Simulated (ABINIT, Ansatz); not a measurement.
**SiPbSe3 (Pm-3m): zone-centre phonons**

Which modes does SiPbSe3 (Pm-3m) have at the zone centre?

Calculated with ABINIT 10.8.3; DFT LDA, scalar-relativistic, plane waves, HGH norm-conserving pseudopotentials.

The structure was built from a prototype and need not be the compound's stable phase.

## Step 1: Starting point

The structure is cubic, space group Pm-3m (No. 221). Conventional cell: a = 4.819 Å, b = 4.819 Å, c = 4.819 Å, α = 90.00°, β = 90.00°, γ = 90.00°. Nearest to Pb lie 12 Se at 3.41 Å. Nearest to Si lie 6 Se at 2.41 Å. Nearest to Se lie 2 Si at 2.41 Å and 4 Pb at 3.41 Å. Farther neighbours and most contacts between anions are not listed.

## Step 2: Relaxing the cell and atoms

The harmonic expansion needs vanishing forces, and a free crystal bears no stress, so cell and atoms are brought to rest. Stress is more sensitive to the basis than forces are: the last 3 Ha under the cutoff are smoothed with ecutsm, and the cutoff is raised above that of the later runs.

The starting cell comes from a relaxation made beforehand in Ansatz (LDA, PseudoDojo NC).

relax.abi reads:

```
# relaxation
ionmov 2
optcell 2
dilatmx 1.08
ntime 40
tolmxf 1.0d-05
tolvrs 1.0d-14
prtwf 0
prtden 0
chksymtnons 0

# basis, mesh and filling
ecut 26.0
ecutsm 3.0
ixc 7
ngkpt 6 6 6
nshiftk 1
shiftk 0.0 0.0 0.0
istwfk *1
occopt 6
tsmear 0.01
nband 20
nstep 100
diemac 1000000.0
prtebands 0
prtgsr 0

# cell and atoms
acell 3*1.0 Angstrom
rprim 
    4.819003136 0.0 0.0
    0.0 4.819003136 0.0
    0.0 0.0 4.819003136
ntypat 3
znucl 82 14 34
natom 5
typat 1 2 3 3 3
xred 
    0.0 0.0 0.0
    0.5 0.5 0.5
    0.5 0.5 0.0
    0.5 0.0 0.5
    0.0 0.5 0.5
pp_dirpath "./pseudo"
pseudos "Pb.hgh, Si.hgh, Se.hgh"
```

Command:

```console
OMP_NUM_THREADS=1 mpirun -n 4 abinit relax.abi > relax.log
```

Numbers of over 12 decimals in the logs are rounded to 6 here.

relax.abo, the main output file:

```text
[banners, grids, parts of the stress and lines that vanish by symmetry left out]
- input  file    -> relax.abi
- output file    -> relax.abo
- root for input  files -> relaxi
[...]
Symmetries : space group Pm -3 m (#221); Bravais cP (primitive cubic)
[...]
mpw =        6062          nfft =      110592          nkpt =          20
[...]
== DATASET  1 ==================================================================
[...]
cutoff_energies: {ecut:  26.0, pawecutdg:  -1.0, }
[...]
Exchange-correlation functional for the present dataset will be:
  LDA: Perdew-Wang 92 LSD fit to Ceperley-Alder data - ixc=7
[...]
ETOT  1  -36.068401986735    -3.607E+01 2.121E-02 2.914E+02
 ETOT  2  -36.116967877934    -4.857E-02 1.816E-03 4.075E+01
 ETOT  3  -36.123673675352    -6.706E-03 2.720E-04 3.492E+00
 ETOT  4  -36.124485325925    -8.117E-04 2.385E-04 4.985E-02
 ETOT  5  -36.124492815439    -7.490E-06 8.348E-05 2.977E-03
[...]
At SCF step   11       vres2   =  2.75E-15 < tolvrs=  1.00E-14 =>converged.
[...]
sigma(1 1)=  9.60003961E-06  sigma(3 2)=  0.00000000E+00
  sigma(2 2)=  9.60003961E-06  sigma(3 1)=  0.00000000E+00
  sigma(3 3)=  9.60003961E-06  sigma(2 1)=  0.00000000E+00
[...]
convergence: {deltae: -8.171E-13, res2:  2.745E-15, residm:  3.378E-05, diffor: null, }
etotal    :  -3.61244931E+01
[...]
ETOT  1  -36.124493381266    -3.612E+01 1.520E-03 5.276E-02
[...]
At SCF step    8       vres2   =  9.03E-15 < tolvrs=  1.00E-14 =>converged.
[...]
sigma(1 1)=  7.63943608E-06  sigma(3 2)=  0.00000000E+00
  sigma(2 2)=  7.63943608E-06  sigma(3 1)=  0.00000000E+00
  sigma(3 3)=  7.63943608E-06  sigma(2 1)=  0.00000000E+00
[...]
convergence: {deltae: -3.837E-13, res2:  9.030E-15, residm:  4.280E-06, diffor: null, }
etotal    :  -3.61244987E+01
[...]
ETOT  1  -36.124428875514    -3.612E+01 1.887E-03 7.883E-01
[...]
ETOT  8  -36.124508344452    -1.073E-12 2.067E-07 1.375E-13
 ETOT  9  -36.124508344451     9.521E-13 3.387E-07 2.595E-15
 At SCF step    9       vres2   =  2.60E-15 < tolvrs=  1.00E-14 =>converged.
[...]
sigma(1 1)= -5.14974527E-08  sigma(3 2)=  0.00000000E+00
  sigma(2 2)= -5.14974527E-08  sigma(3 1)=  0.00000000E+00
  sigma(3 3)= -5.14974527E-08  sigma(2 1)=  0.00000000E+00
[...]
convergence: {deltae:  9.521E-13, res2:  2.595E-15, residm:  3.387E-07, diffor: null, }
etotal    :  -3.61245083E+01
[...]
At Broyd/MD step   3, gradients are converged :
[...]
sigma(1 1)= -5.14974527E-08  sigma(3 2)=  0.00000000E+00
  sigma(2 2)= -5.14974527E-08  sigma(3 1)=  0.00000000E+00
  sigma(3 3)= -5.14974527E-08  sigma(2 1)=  0.00000000E+00
[...]
- sigma(1 1)= -1.51510737E-03  sigma(3 2)=  0.00000000E+00
- sigma(2 2)= -1.51510737E-03  sigma(3 1)=  0.00000000E+00
- sigma(3 3)= -1.51510737E-03  sigma(2 1)=  0.00000000E+00
[...]
fcart     -0.0000000000E+00 -0.0000000000E+00 -0.0000000000E+00
           strten     -5.1497452748E-08 -5.1497452749E-08 -5.1497452749E-08
================================================================================

[key lines of the parts left out:]
pressure_GPa:   1.5151E-03
Total energy (etotal) [Ha]= -3.61245083444515E+01
```

Run time: 75 s. Hardware: 4 MPI ranks of Intel Xeon at 2.70GHz, shared host.

Step by step:

```
step  energy less that of the first step (eV)  largest force (eV/Å)  volume (Å³)
   1                                   0.0000                0.0000       111.91
   2                                  -0.0002                0.0000       111.81
   3                                  -0.0004                0.0000       111.44
```

```
conventional cell, symmetrised  before  after  change
                         a (Å)   4.819  4.812  -0.1 %
                         b (Å)   4.819  4.812  -0.1 %
                         c (Å)   4.819  4.812  -0.1 %
              volume (Å³/atom)   22.38  22.29  -0.4 %
```

The relaxed structure:

```xyz
5
Lattice="4.8122 0.0000 0.0000 0.0000 4.8122 0.0000 0.0000 0.0000 4.8122" Properties=species:S:1:pos:R:3 pbc="T T T"
Pb    0.0000    0.0000    0.0000
Si    2.4061    2.4061    2.4061
Se    2.4061    2.4061    0.0000
Se    2.4061    0.0000    2.4061
Se    0.0000    2.4061    2.4061
```

Numbers from this step:

```
volume per atom   : 22.29 Å³
pressure          : 0.001515 GPa
gap on the k-mesh : 0 eV
```

The volume changes by -0.4 % from the cell with which this run began.

## Step 3: Ground state

First-order wavefunctions inherit every error of the ground state, hence the very tight tolvrs. Occupations are smeared.

gs.abi reads:

```
# ground state
tolvrs 1.0d-16
prtden 1
prtwf 1

# basis, mesh and filling
ecut 20.0
ixc 7
ngkpt 6 6 6
nshiftk 1
shiftk 0.0 0.0 0.0
istwfk *1
occopt 6
tsmear 0.01
nband 20
nstep 100
diemac 1000000.0
prtebands 0
prtgsr 0

# cell and atoms
acell 3*1.0 Angstrom
rprim 
    4.812230226 0.0 0.0
    0.0 4.812230226 0.0
    0.0 0.0 4.812230226
ntypat 3
znucl 82 14 34
natom 5
typat 1 2 3 3 3
xred 
    0.0 0.0 0.0
    0.5 0.5 0.5
    0.5 0.5 0.0
    0.5 0.0 0.5
    0.0 0.5 0.5
pp_dirpath "./pseudo"
pseudos "Pb.hgh, Si.hgh, Se.hgh"
```

Command:

```console
OMP_NUM_THREADS=1 mpirun -n 4 abinit gs.abi > gs.log
```

gs.abo, the main output file:

```text
[banners, grids, parts of the stress and lines that vanish by symmetry left out]
- input  file    -> gs.abi
- output file    -> gs.abo
- root for input  files -> gsi
[...]
Symmetries : space group Pm -3 m (#221); Bravais cP (primitive cubic)
[...]
mpw =        3235          nfft =       64000          nkpt =          20
[...]
== DATASET  1 ==================================================================
[...]
cutoff_energies: {ecut:  20.0, pawecutdg:  -1.0, }
[...]
Exchange-correlation functional for the present dataset will be:
  LDA: Perdew-Wang 92 LSD fit to Ceperley-Alder data - ixc=7
[...]
ETOT  1  -36.065983139251    -3.607E+01 2.549E-02 1.657E+02
 ETOT  2  -36.111373051383    -4.539E-02 1.709E-03 2.158E+01
 ETOT  3  -36.117365758466    -5.993E-03 2.776E-04 1.968E+00
 ETOT  4  -36.118166269615    -8.005E-04 9.414E-04 2.832E-02
 ETOT  5  -36.118173639518    -7.370E-06 4.962E-04 1.617E-03
[...]
ETOT 11  -36.118173906316    -8.242E-13 5.556E-06 1.430E-15
 ETOT 12  -36.118173906313     2.458E-12 7.638E-06 5.538E-18
 At SCF step   12       vres2   =  5.54E-18 < tolvrs=  1.00E-16 =>converged.
[...]
sigma(1 1)=  3.77773806E-05  sigma(3 2)=  0.00000000E+00
  sigma(2 2)=  3.77773806E-05  sigma(3 1)=  0.00000000E+00
  sigma(3 3)=  3.77773806E-05  sigma(2 1)=  0.00000000E+00
[...]
convergence: {deltae:  2.458E-12, res2:  5.538E-18, residm:  7.638E-06, diffor: null, }
etotal    :  -3.61181739E+01
[...]
sigma(1 1)=  3.77773806E-05  sigma(3 2)=  0.00000000E+00
  sigma(2 2)=  3.77773806E-05  sigma(3 1)=  0.00000000E+00
  sigma(3 3)=  3.77773806E-05  sigma(2 1)=  0.00000000E+00
[...]
- sigma(1 1)=  1.11144891E+00  sigma(3 2)=  0.00000000E+00
- sigma(2 2)=  1.11144891E+00  sigma(3 1)=  0.00000000E+00
- sigma(3 3)=  1.11144891E+00  sigma(2 1)=  0.00000000E+00
[...]
fcart     -0.0000000000E+00 -0.0000000000E+00 -0.0000000000E+00
           strten      3.7777380633E-05  3.7777380633E-05  3.7777380633E-05
================================================================================

[key lines of the parts left out:]
pressure_GPa:  -1.1114E+00
```

The job ended after 24 s (4 MPI ranks; 96 s of CPU time).

Read from the output:

```yaml
pressure: -1.111 GPa
```

The cell stands at -1.1 GPa: the relaxation ran with a smoothed and higher cutoff, and the difference is a stress of the finite basis.

(Part 1 of 4 ends here.)

[Host names and launcher messages were left out of these logs when they were recorded.]

[Logs are printed without paths, hosts, clocks, repeated set-up lines and the standing remarks that a program may print on its own settings, such as how far it seeks lower states.]

[Hosts, paths, dates, database ids (printed as entryN), source tags and the programs' standing remarks are cut or masked in the printed files.]
